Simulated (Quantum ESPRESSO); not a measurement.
## Fixed-spin-moment curve of MnCuAs

How stiff is the total moment of MnCuAs, and does E(M) have further minima?

Program: Quantum ESPRESSO 7.5. Level of theory: PBE; plane waves with GBRV 1.5 PBE potentials, no spin-orbit coupling. Results are calculated unless marked as measured.

This is a report of a sequence of runs, with most program output left out.

## Step 1: The starting structure

It takes space group P4/nmm (No. 129, tetragonal). The conventional cell has a = 3.820 Å, b = 3.820 Å, c = 6.318 Å, α = 90.00°, β = 90.00°, γ = 90.00°. Nearest to Cu lie 4 As at 2.54 Å and 4 Cu at 2.70 Å and 4 Mn at 2.83 Å. Mn has 5 As at 2.55 to 2.73 Å and 4 Cu at 2.83 Å nearest. Nearest to As lie 4 Cu at 2.54 Å and 5 Mn at 2.55 to 2.73 Å. Farther neighbours are not listed.

Structure file:

```cif
data_structure
_symmetry_space_group_name_H-M 'P 1'
_symmetry_Int_Tables_number 1
_cell_length_a 3.8200
_cell_length_b 3.8200
_cell_length_c 6.3180
_cell_angle_alpha 90.000
_cell_angle_beta 90.000
_cell_angle_gamma 90.000
_cell_volume 92.19
loop_
_atom_site_label
_atom_site_type_symbol
_atom_site_fract_x
_atom_site_fract_y
_atom_site_fract_z
_atom_site_occupancy
Cu1 Cu 0.75000 0.25000 0.00000 1
Cu2 Cu 0.25000 0.75000 0.00000 1
Mn3 Mn 0.25000 0.25000 0.67000 1
Mn4 Mn 0.75000 0.75000 0.33000 1
As5 As 0.25000 0.25000 0.26600 1
As6 As 0.75000 0.75000 0.73400 1
```

The lattice constants were typed from memory of published values and not checked against a source.

## Step 2: No moment imposed

File pw.in:

```
&CONTROL
  calculation = 'scf'
  prefix = 'pwscf'
  outdir = './tmp'
  pseudo_dir = './pseudo'
  disk_io = 'nowf'
/
&SYSTEM
  ibrav = 0
  celldm(1) = 8
  nat = 6
  ntyp = 3
  ecutwfc = 40
  ecutrho = 280
  nbnd = 54
  occupations = 'smearing'
  smearing = 'fd'
  degauss = 0.00367493
  nspin = 2
  starting_magnetization(1) = 0
  starting_magnetization(2) = 0.2333
  starting_magnetization(3) = 0
/
&ELECTRONS
  conv_thr = 1.2d-08
  electron_maxstep = 150
  mixing_beta = 0.3
/
ATOMIC_SPECIES
Cu     63.5460 cu_pbe_v1.2.uspp.F.UPF
Mn     54.9380 mn_pbe_v1.5.uspp.F.UPF
As     74.9216 as_pbe_v1.uspp.F.UPF
CELL_PARAMETERS alat
   0.9023442245088    0.0000000000000    0.0000000000000
   0.0000000000000    0.9023442245088    0.0000000000000
   0.0000000000000    0.0000000000000    1.4924112069232
ATOMIC_POSITIONS crystal
Cu      0.7500000000    0.2500000000    0.0000000000
Cu      0.2500000000    0.7500000000    0.0000000000
Mn      0.2500000000    0.2500000000    0.6700000000
Mn      0.7500000000    0.7500000000    0.3300000000
As      0.2500000000    0.2500000000    0.2660000000
As      0.7500000000    0.7500000000    0.7340000000
K_POINTS automatic
8 8 8 0 0 0
```

Command:

```
OMP_NUM_THREADS=1 mpirun -n 4 pw.x -nk 4 -in pw.in > pw.out
```

Run time: 2 min. Hardware: 4 MPI ranks of Intel Xeon Platinum 8488C (Sapphire Rapids), shared host; peak memory 0.78 GiB.

Spin moment in the atom's sphere by atom:

```csv
atom,spin moment in the atom's sphere (μB)
Cu1,0.05
Cu2,0.05
Mn3,3.67
Mn4,3.67
As5,-0.01
As6,-0.01
```

This step gave:

```yaml
smearing_term_ts: 0.02519 eV
magnetization: 7.857 μB
absolute_magnetization: 8.183 μB
final_state: ferromagnetic
```

## Step 3: Moment fixed at 0 μB

The two spin channels are filled to separate Fermi energies, so that the total moment meets the target. Half of the up one less the down one is the slope dE/dM.

Edit pw.in of step 2 so:

```diff
@@ -14,3 +14,3 @@
   ecutrho = 280
-  nbnd = 54
+  nbnd = 56
   occupations = 'smearing'
@@ -20,4 +20,5 @@
   starting_magnetization(1) = 0
-  starting_magnetization(2) = 0.2333
+  starting_magnetization(2) = 0.0117
   starting_magnetization(3) = 0
+  tot_magnetization = 0
 /
```

Run time: 2.4 min. Hardware: 4 MPI ranks; peak memory 0.81 GiB.

This step gave:

| Quantity | Value |
| --- | --- |
| magnetization | 0 μB |
| absolute magnetization | 0 μB |
| half the difference of the two Fermi energies | -0.1 meV |
| largest moment | 0 μB |

## Step 4: Moment fixed at 0.964 μB

Edit pw.in of step 3 so:

```diff
@@ -20,5 +20,5 @@
   starting_magnetization(1) = 0
-  starting_magnetization(2) = 0.0117
+  starting_magnetization(2) = 0.0321
   starting_magnetization(3) = 0
-  tot_magnetization = 0
+  tot_magnetization = 0.964
 /
```

It took 2.6 min on 4 MPI ranks; peak memory 0.84 GiB.

Spin moment in the atom's sphere by atom:

| atom | spin moment in the atom's sphere (μB) |
| --- | --- |
| Cu1 | -0.026 |
| Cu2 | -0.026 |
| Mn3 | 0.531 |
| Mn4 | 0.531 |
| As5 | -0.025 |
| As6 | -0.025 |

This step gave:

* magnetization: 0.964 μB
* absolute magnetization: 1.559 μB
* half the difference of the two Fermi energies: -191.9 meV

## Step 5: Moment fixed at 1.929 μB

Edit pw.in of step 4 so:

```diff
@@ -14,3 +14,3 @@
   ecutrho = 280
-  nbnd = 56
+  nbnd = 57
   occupations = 'smearing'
@@ -20,5 +20,5 @@
   starting_magnetization(1) = 0
-  starting_magnetization(2) = 0.0321
+  starting_magnetization(2) = 0.0643
   starting_magnetization(3) = 0
-  tot_magnetization = 0.964
+  tot_magnetization = 1.929
 /
```

Elapsed: 2.1 min, on 4 MPI ranks; peak memory 0.85 GiB; 8.3 min of CPU time.

Read from the output:

* magnetization: 1.929 μB
* absolute magnetization: 2.887 μB
* half the difference of the two Fermi energies: -339.5 meV
* largest moment: 1.150 μB

## Step 6: E(M)

The runs not shown differ in the target, the start and the number of states alone. The point at 7.86 μB is the free run, entered with slope zero.

Table of energy over the lowest by total spin moment:

```csv
total spin moment (μB a cell),energy over the lowest (meV a cell)
0.00,2559
0.96,2266
1.93,2008
2.89,1667
3.86,1278
4.82,864
5.79,478
6.75,163
7.71,3.15
7.86,0
8.68,95.8
9.64,460
10.61,1404
```

Table of dE/dM by total spin moment:

| total spin moment (μB a cell) | dE/dM (meV/μB) |
| --- | --- |
| 0.00 | -0.106 |
| 0.96 | -192 |
| 1.93 | -340 |
| 2.89 | -379 |
| 3.86 | -427 |
| 4.82 | -421 |
| 5.79 | -370 |
| 6.75 | -263 |
| 7.71 | -43.8 |
| 7.86 | 0 |
| 8.68 | 225 |
| 9.64 | 578 |
| 10.61 | 1366 |

Largest site moment against total spin moment:

```csv
total spin moment (μB a cell),largest site moment (μB)
0.00,1.2e-4
0.96,0.531
1.93,1.15
2.89,1.69
3.86,2.19
4.82,2.64
5.79,3.03
6.75,3.36
7.71,3.63
7.86,3.67
8.68,3.85
9.64,4.04
10.61,4.19
```

## Step 7: What came out

```
moment of the free run      : 7.86 μB a cell
energy at zero total moment : 2559 meV a cell over the lowest
```

What this shows: At zero total moment the site moments vanish, so the 2559 meV a cell is the energy of forming them. Energies and slopes do not fit one curve, so the points lie on more than one branch of solutions. All runs start parallel; opposed orders may lie lower.

[Logs and program files are shortened in this print: banners, set-up blocks, solver, clock and traceback lines can be left out without a mark of their own.]

[Logs are printed without paths, hosts, clocks, repeated set-up lines and the standing remarks that a program may print on its own settings, such as how far it seeks lower states.]

[Hosts, paths, dates, database ids (printed as entryN), source tags and the programs' standing remarks are cut or masked in the printed files.]

[Where a cell is said to come from a database of computed structures, the database is the Materials Project.]
